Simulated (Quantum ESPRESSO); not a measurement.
# SiC(11-20), H on both faces: a series in the number of layers, part 7 of 12

What law, if any, do the results for SiC(11-20), H on both faces follow against the number of layers?

Quantum ESPRESSO 7.5; plane-wave DFT, PBE, GBRV ultrasoft pseudopotentials.

So far. Step 8 (Electrostatic potential, 3 layers): The slope in the vacuum is 0.100 eV/Å for an applied 0.10 V/Å, as it should be. Step 10 (Band structure, 3 layers): Along this path the valence top lies near Γ and the conduction bottom at Γ.

## Step 11: Relaxing the ions, 4 layers

System of this step: SiC(11-20), H on both faces, 4 layers. The cell holds 24 atoms: 8 H, 8 Si and 8 C. Its edges and angles: a = 5.354 Å, b = 5.073 Å, c = 23.045 Å, α = 90.0°, β = 90.0°, γ = 90.0°. It derives from SiC. Vacuum lies along c.

The input, m1.relax.in:

```
&control
  prefix = 'm1.relax'
  outdir = './out'
  pseudo_dir = './pseudo'
  nstep = 80
  forc_conv_thr = 0.0006
  calculation = 'relax'
/
&system
  ibrav = 0
  nat = 24
  ntyp = 3
  ecutwfc = 40
  ecutrho = 200
  occupations = 'smearing'
  smearing = 'fd'
  degauss = 0.002
/
&electrons
  conv_thr = 1e-08
  mixing_beta = 0.4
  electron_maxstep = 120
  mixing_mode = 'plain'
/
&ions
/
ATOMIC_SPECIES
  H   1.0080  h_pbe_v1.4.uspp.F.UPF
  Si  28.0850  si_pbe_v1.uspp.F.UPF
  C   12.0110  c_pbe_v1.2.uspp.F.UPF
CELL_PARAMETERS angstrom
  5.35374536700000 0.00000000000000 0.00000000000000
  0.00000000000000 5.07286068100000 0.00000000000000
  0.00000000000000 0.00000000000000 23.04456666308922
ATOMIC_POSITIONS crystal
  H   0.203925209200 0.902943906900 0.347309251211
  H   0.796074790800 0.402943906900 0.347309251211
  H   0.234736667300 0.448947499500 0.359709155991
  H   0.765263332700 0.948947499500 0.359709155991
  Si  0.333333333300 0.000000000000 0.399388851290
  Si  0.666666666700 0.500000000000 0.399388851290
  C   0.333333333300 0.375000000000 0.399388851290
  C   0.666666666700 0.875000000000 0.399388851290
  Si  0.833333333300 0.000000000000 0.466462950430
  Si  0.166666666700 0.500000000000 0.466462950430
  C   0.833333333300 0.375000000000 0.466462950430
  C   0.166666666700 0.875000000000 0.466462950430
  Si  0.333333333300 0.000000000000 0.533537049570
  Si  0.666666666700 0.500000000000 0.533537049570
  C   0.333333333300 0.375000000000 0.533537049570
  C   0.666666666700 0.875000000000 0.533537049570
  Si  0.833333333300 0.000000000000 0.600611148710
  Si  0.166666666700 0.500000000000 0.600611148710
  C   0.833333333300 0.375000000000 0.600611148710
  C   0.166666666700 0.875000000000 0.600611148710
  H   0.734736667300 0.448947499500 0.640290844009
  H   0.265263332700 0.948947499500 0.640290844009
  H   0.703925209200 0.902943906900 0.652690748789
  H   0.296074790800 0.402943906900 0.652690748789
K_POINTS automatic
  4 4 1 0 0 0
```

Launch:

```
$ OMP_NUM_THREADS=1 mpirun -n 4 pw.x -nk 1 -in m1.relax.in > m1.relax.out
```

The program printed:

```text
[banner, memory and clock lines left out]
Program PWSCF v.7.5 starts
[...]
Message from routine setup:
[...]
number of electrons       =        72.00
     number of Kohn-Sham states=           43
     kinetic-energy cutoff     =      40.0000  Ry
     charge density cutoff     =     200.0000  Ry
[...]
number of k points=     9  Fermi-Dirac smearing, width (Ry)=  0.0020
[...]
Dense  grid:   201823 G-vectors     FFT dimensions: (  48,  48, 200)
[...]
negative rho (up, down):  2.022E-03 0.000E+00
     Starting wfcs are   72 randomized atomic wfcs
[...]
negative rho (up, down):  1.766E-03 0.000E+00
[...]
estimated scf accuracy    <       4.02390340 Ry
[...]
negative rho (up, down):  1.973E-03 0.000E+00
[...]
estimated scf accuracy    <       0.25817797 Ry
[...]
negative rho (up, down):  2.242E-03 0.000E+00
[...]
estimated scf accuracy    <       0.06709349 Ry
[...]
negative rho (up, down):  2.439E-03 0.000E+00
[...]
estimated scf accuracy    <       0.00830370 Ry
[...]
negative rho (up, down):  2.504E-03 0.000E+00
[...]
estimated scf accuracy    <       0.00091870 Ry
[...]
negative rho (up, down):  2.541E-03 0.000E+00
[...]
estimated scf accuracy    <       0.00023373 Ry
[...]
negative rho (up, down):  2.563E-03 0.000E+00
[...]
estimated scf accuracy    <       0.00006734 Ry
[...]
negative rho (up, down):  2.577E-03 0.000E+00
[...]
estimated scf accuracy    <       0.00000250 Ry
[...]
negative rho (up, down):  2.584E-03 0.000E+00
[...]
estimated scf accuracy    <       0.00000125 Ry
[...]
negative rho (up, down):  2.589E-03 0.000E+00
[...]
estimated scf accuracy    <       0.00000005 Ry
[...]
negative rho (up, down):  2.596E-03 0.000E+00
[...]
the Fermi energy is    -0.4975 ev
!    total energy              =    -178.26499885 Ry
     estimated scf accuracy    <          2.8E-09 Ry
     smearing contrib. (-TS)   =      -0.00000000 Ry
     internal energy E=F+TS    =    -178.26499885 Ry
[...]
one-electron contribution =   -2321.33858746 Ry
     hartree contribution      =    1179.15745907 Ry
     xc contribution           =     -70.22360015 Ry
     ewald contribution        =    1034.13972969 Ry
     convergence has been achieved in  11 iterations
     negative rho (up, down):  2.596E-03 0.000E+00
[...]
Total force =     0.081832     Total SCF correction =     0.000089
[...]
negative rho (up, down):  2.609E-03 0.000E+00
[...]
negative rho (up, down):  2.592E-03 0.000E+00
[...]
estimated scf accuracy    <       0.00084237 Ry
[...]
negative rho (up, down):  2.588E-03 0.000E+00
[...]
estimated scf accuracy    <       0.00018898 Ry
[...]
negative rho (up, down):  2.583E-03 0.000E+00
[...]
estimated scf accuracy    <       0.00004028 Ry
[...]
negative rho (up, down):  2.581E-03 0.000E+00
[...]
estimated scf accuracy    <       0.00000556 Ry
[...]
negative rho (up, down):  2.582E-03 0.000E+00
[...]
estimated scf accuracy    <       0.00000039 Ry
[...]
negative rho (up, down):  2.582E-03 0.000E+00
[...]
estimated scf accuracy    <       0.00000005 Ry
[...]
negative rho (up, down):  2.582E-03 0.000E+00
[...]
estimated scf accuracy    <       0.00000001 Ry
[...]
negative rho (up, down):  2.582E-03 0.000E+00
[...]
the Fermi energy is    -0.5363 ev
!    total energy              =    -178.26904754 Ry
     estimated scf accuracy    <          1.6E-09 Ry
     smearing contrib. (-TS)   =      -0.00000000 Ry
     internal energy E=F+TS    =    -178.26904754 Ry
[...]
one-electron contribution =   -2322.92892353 Ry
     hartree contribution      =    1179.81436896 Ry
     xc contribution           =     -70.23574705 Ry
     ewald contribution        =    1035.08125408 Ry
     convergence has been achieved in   8 iterations
     negative rho (up, down):  2.582E-03 0.000E+00
[...]
Total force =     0.032184     Total SCF correction =     0.000101
[...]
negative rho (up, down):  2.592E-03 0.000E+00
[...]
negative rho (up, down):  2.582E-03 0.000E+00
[...]
estimated scf accuracy    <       0.00033879 Ry
[...]
negative rho (up, down):  2.577E-03 0.000E+00
[...]
estimated scf accuracy    <       0.00004800 Ry
[...]
negative rho (up, down):  2.575E-03 0.000E+00
[...]
estimated scf accuracy    <       0.00000990 Ry
[...]
negative rho (up, down):  2.574E-03 0.000E+00
[...]
estimated scf accuracy    <       0.00000174 Ry
[...]
negative rho (up, down):  2.574E-03 0.000E+00
[...]
estimated scf accuracy    <       0.00000027 Ry
[...]
negative rho (up, down):  2.574E-03 0.000E+00
[...]
estimated scf accuracy    <       0.00000036 Ry
[...]
negative rho (up, down):  2.574E-03 0.000E+00
[...]
estimated scf accuracy    <          6.4E-09 Ry
[...]
negative rho (up, down):  2.574E-03 0.000E+00
[...]
the Fermi energy is    -0.5374 ev
!    total energy              =    -178.27014342 Ry
     estimated scf accuracy    <          1.1E-09 Ry
     smearing contrib. (-TS)   =      -0.00000000 Ry
     internal energy E=F+TS    =    -178.27014342 Ry
[...]
one-electron contribution =   -2324.77572130 Ry
     hartree contribution      =    1180.72781323 Ry
     xc contribution           =     -70.24404102 Ry
     ewald contribution        =    1036.02180568 Ry
     convergence has been achieved in   8 iterations
     negative rho (up, down):  2.574E-03 0.000E+00
[...]
Total force =     0.022372     Total SCF correction =     0.000044
[...]
negative rho (up, down):  2.587E-03 0.000E+00
[...]
negative rho (up, down):  2.577E-03 0.000E+00
[...]
estimated scf accuracy    <       0.00041244 Ry
[...]
negative rho (up, down):  2.572E-03 0.000E+00
[...]
estimated scf accuracy    <       0.00004815 Ry
[...]
negative rho (up, down):  2.570E-03 0.000E+00
[...]
estimated scf accuracy    <       0.00001111 Ry
[...]
negative rho (up, down):  2.569E-03 0.000E+00
[...]
estimated scf accuracy    <       0.00000212 Ry
[...]
negative rho (up, down):  2.569E-03 0.000E+00
[...]
estimated scf accuracy    <       0.00000026 Ry
[...]
negative rho (up, down):  2.569E-03 0.000E+00
[...]
estimated scf accuracy    <       0.00000017 Ry
[...]
negative rho (up, down):  2.569E-03 0.000E+00
[...]
estimated scf accuracy    <          8.0E-09 Ry
[...]
negative rho (up, down):  2.569E-03 0.000E+00
[...]
estimated scf accuracy    <          1.6E-09 Ry
[...]
estimated scf accuracy    <       0.00006134 Ry
[...]
negative rho (up, down):  2.568E-03 0.000E+00
[...]
estimated scf accuracy    <       0.00001474 Ry
[...]
negative rho (up, down):  2.567E-03 0.000E+00
[...]
estimated scf accuracy    <       0.00000214 Ry
[...]
negative rho (up, down):  2.567E-03 0.000E+00
[...]
estimated scf accuracy    <       0.00000028 Ry
[...]
negative rho (up, down):  2.567E-03 0.000E+00
[...]
estimated scf accuracy    <       0.00000004 Ry
[...]
negative rho (up, down):  2.567E-03 0.000E+00
[...]
estimated scf accuracy    <          4.7E-09 Ry
[...]
negative rho (up, down):  2.567E-03 0.000E+00
[...]
estimated scf accuracy    <          8.7E-10 Ry
[...]
negative rho (up, down):  2.567E-03 0.000E+00
[...]
estimated scf accuracy    <          1.2E-09 Ry
[...]
negative rho (up, down):  2.567E-03 0.000E+00
[...]
the Fermi energy is    -0.5412 ev
!    total energy              =    -178.27163621 Ry
     estimated scf accuracy    <          2.3E-11 Ry
     smearing contrib. (-TS)   =      -0.00000000 Ry
     internal energy E=F+TS    =    -178.27163621 Ry
[...]
one-electron contribution =   -2330.10976645 Ry
     hartree contribution      =    1183.41964537 Ry
     xc contribution           =     -70.28954128 Ry
     ewald contribution        =    1038.70802615 Ry
     convergence has been achieved in  10 iterations
     negative rho (up, down):  2.567E-03 0.000E+00
[...]
Total force =     0.017869     Total SCF correction =     0.000007
[...]
negative rho (up, down):  2.579E-03 0.000E+00
[...]
negative rho (up, down):  2.572E-03 0.000E+00
[...]
estimated scf accuracy    <       0.00025616 Ry
[...]
negative rho (up, down):  2.568E-03 0.000E+00
[...]
estimated scf accuracy    <       0.00003977 Ry
[...]
negative rho (up, down):  2.567E-03 0.000E+00
[...]
estimated scf accuracy    <       0.00000957 Ry
[...]
negative rho (up, down):  2.567E-03 0.000E+00
[...]
estimated scf accuracy    <       0.00000120 Ry
[...]
negative rho (up, down):  2.567E-03 0.000E+00
[...]
estimated scf accuracy    <       0.00000016 Ry
[...]
negative rho (up, down):  2.567E-03 0.000E+00
[...]
estimated scf accuracy    <       0.00000002 Ry
[...]
negative rho (up, down):  2.567E-03 0.000E+00
[...]
estimated scf accuracy    <          5.8E-09 Ry
[...]
negative rho (up, down):  2.567E-03 0.000E+00
[...]
the Fermi energy is    -0.5447 ev
!    total energy              =    -178.27205451 Ry
     estimated scf accuracy    <          2.9E-10 Ry
     smearing contrib. (-TS)   =      -0.00000000 Ry
     internal energy E=F+TS    =    -178.27205451 Ry
[...]
one-electron contribution =   -2332.80412376 Ry
     hartree contribution      =    1184.77522976 Ry
     xc contribution           =     -70.30993056 Ry
     ewald contribution        =    1040.06677005 Ry
     convergence has been achieved in   8 iterations
     negative rho (up, down):  2.567E-03 0.000E+00
[...]
Total force =     0.013576     Total SCF correction =     0.000011
[...]
negative rho (up, down):  2.571E-03 0.000E+00
[...]
negative rho (up, down):  2.568E-03 0.000E+00
[...]
estimated scf accuracy    <       0.00009972 Ry
[...]
negative rho (up, down):  2.566E-03 0.000E+00
[...]
estimated scf accuracy    <       0.00002525 Ry
[...]
negative rho (up, down):  2.565E-03 0.000E+00
[...]
estimated scf accuracy    <       0.00000251 Ry
[...]
negative rho (up, down):  2.566E-03 0.000E+00
[...]
estimated scf accuracy    <       0.00000081 Ry
[...]
negative rho (up, down):  2.566E-03 0.000E+00
[...]
estimated scf accuracy    <       0.00000013 Ry
[...]
negative rho (up, down):  2.566E-03 0.000E+00
[...]
estimated scf accuracy    <       0.00000003 Ry
[...]
negative rho (up, down):  2.566E-03 0.000E+00
[...]
estimated scf accuracy    <          8.0E-09 Ry
[...]
negative rho (up, down):  2.566E-03 0.000E+00
[...]
the Fermi energy is    -0.5482 ev
!    total energy              =    -178.27232369 Ry
     estimated scf accuracy    <          1.4E-10 Ry
     smearing contrib. (-TS)   =      -0.00000000 Ry
     internal energy E=F+TS    =    -178.27232369 Ry
[...]
one-electron contribution =   -2334.94939652 Ry
     hartree contribution      =    1185.84664058 Ry
     xc contribution           =     -70.32370221 Ry
     ewald contribution        =    1041.15413445 Ry
     convergence has been achieved in   8 iterations
     negative rho (up, down):  2.566E-03 0.000E+00
[...]
Total force =     0.011375     Total SCF correction =     0.000018
[...]
negative rho (up, down):  2.567E-03 0.000E+00
[...]
negative rho (up, down):  2.565E-03 0.000E+00
[...]
estimated scf accuracy    <       0.00008814 Ry
[...]
negative rho (up, down):  2.563E-03 0.000E+00
[...]
estimated scf accuracy    <       0.00002486 Ry
[...]
negative rho (up, down):  2.563E-03 0.000E+00
[...]
estimated scf accuracy    <       0.00000345 Ry
[...]
negative rho (up, down):  2.563E-03 0.000E+00
[...]
estimated scf accuracy    <       0.00000061 Ry
[...]
negative rho (up, down):  2.563E-03 0.000E+00
[...]
estimated scf accuracy    <       0.00000028 Ry
[...]
negative rho (up, down):  2.564E-03 0.000E+00
[...]
estimated scf accuracy    <       0.00000001 Ry
[...]
negative rho (up, down):  2.564E-03 0.000E+00
[...]
estimated scf accuracy    <          1.4E-09 Ry
[...]
negative rho (up, down):  2.564E-03 0.000E+00
[...]
estimated scf accuracy    <          7.1E-10 Ry
[...]
negative rho (up, down):  2.564E-03 0.000E+00
[...]
the Fermi energy is    -0.5522 ev
!    total energy              =    -178.27253573 Ry
     estimated scf accuracy    <          1.7E-11 Ry
     smearing contrib. (-TS)   =      -0.00000000 Ry
     internal energy E=F+TS    =    -178.27253573 Ry
[...]
one-electron contribution =   -2336.86587763 Ry
     hartree contribution      =    1186.79593717 Ry
     xc contribution           =     -70.33483784 Ry
     ewald contribution        =    1042.13224256 Ry
     convergence has been achieved in   9 iterations
     negative rho (up, down):  2.564E-03 0.000E+00
[...]
Total force =     0.009975     Total SCF correction =     0.000009
[...]
negative rho (up, down):  2.562E-03 0.000E+00
[...]
negative rho (up, down):  2.561E-03 0.000E+00
[...]
estimated scf accuracy    <       0.00007709 Ry
[...]
negative rho (up, down):  2.560E-03 0.000E+00
[...]
estimated scf accuracy    <       0.00001570 Ry
[...]
negative rho (up, down):  2.560E-03 0.000E+00
[...]
estimated scf accuracy    <       0.00000105 Ry
[...]
negative rho (up, down):  2.561E-03 0.000E+00
[...]
estimated scf accuracy    <       0.00000016 Ry
[...]
negative rho (up, down):  2.561E-03 0.000E+00
[...]
estimated scf accuracy    <       0.00000003 Ry
[...]
negative rho (up, down):  2.561E-03 0.000E+00
[...]
estimated scf accuracy    <          5.8E-09 Ry
[...]
negative rho (up, down):  2.561E-03 0.000E+00
[...]
estimated scf accuracy    <          3.4E-10 Ry
[...]
negative rho (up, down):  2.561E-03 0.000E+00
[...]
the Fermi energy is    -0.5553 ev
!    total energy              =    -178.27267230 Ry
     estimated scf accuracy    <          1.1E-10 Ry
     smearing contrib. (-TS)   =      -0.00000000 Ry
     internal energy E=F+TS    =    -178.27267230 Ry
[...]
one-electron contribution =   -2338.14818755 Ry
     hartree contribution      =    1187.42524346 Ry
     xc contribution           =     -70.34212919 Ry
     ewald contribution        =    1042.79240098 Ry
     convergence has been achieved in   8 iterations
     negative rho (up, down):  2.561E-03 0.000E+00
[...]
Total force =     0.007570     Total SCF correction =     0.000011
[...]
negative rho (up, down):  2.558E-03 0.000E+00
[...]
```

Elapsed: 10 min, on 4 MPI ranks of Arm Neoverse V1, shared host; peak memory 1.2 GiB; 41 min of CPU time.

The steps of the relaxation:

| step | energy less that of the first step (eV) | largest force (eV/Å) |
| --- | --- | --- |
| 1 | 0.0000 | 0.7336 |
| 2 | -0.0551 | 0.2700 |
| 3 | -0.0700 | 0.1871 |
| 4 | -0.0811 | 0.1503 |
| 5 | -0.0903 | 0.1274 |
| 6 | -0.0960 | 0.0985 |
| 7 | -0.0997 | 0.0894 |
| 8 | -0.1025 | 0.0724 |
| 9 | -0.1044 | 0.0701 |
| 10 | -0.1054 | 0.0475 |
| 11 | -0.1059 | 0.0272 |
| 12 | -0.1063 | 0.0237 |
| 13 | -0.1064 | 0.0176 |

The atoms that moved most (Å):

```csv
atom,dx,dy,dz,length
H3,0.029,-0.030,0.044,0.061
H4,-0.029,-0.030,0.044,0.061
H21,0.029,-0.030,-0.044,0.061
H22,-0.029,-0.030,-0.044,0.061
H2,-0.004,0.046,-0.030,0.055
H1,0.004,0.046,-0.030,0.055
H24,-0.004,0.046,0.030,0.055
H23,0.004,0.046,0.030,0.055
```

The relaxation lowers the energy by 4 meV an atom.

Read from the output:

```
free energy  : -2425.5253 eV
Fermi energy : -0.5587 eV
```

(Continued in part 8 of 12.)

[Logs are printed without paths, hosts, clocks, repeated set-up lines and the standing remarks that a program may print on its own settings, such as how far it seeks lower states.]

[Hosts, paths, dates, database ids (printed as entryN), source tags and the programs' standing remarks are cut or masked in the printed files.]

[Maps of the electrostatic potential energy from Ansatz leave out the sawtooth potential of an applied field or a dipole correction, so their vacuum need not be flat; planar profiles and work functions include it.]
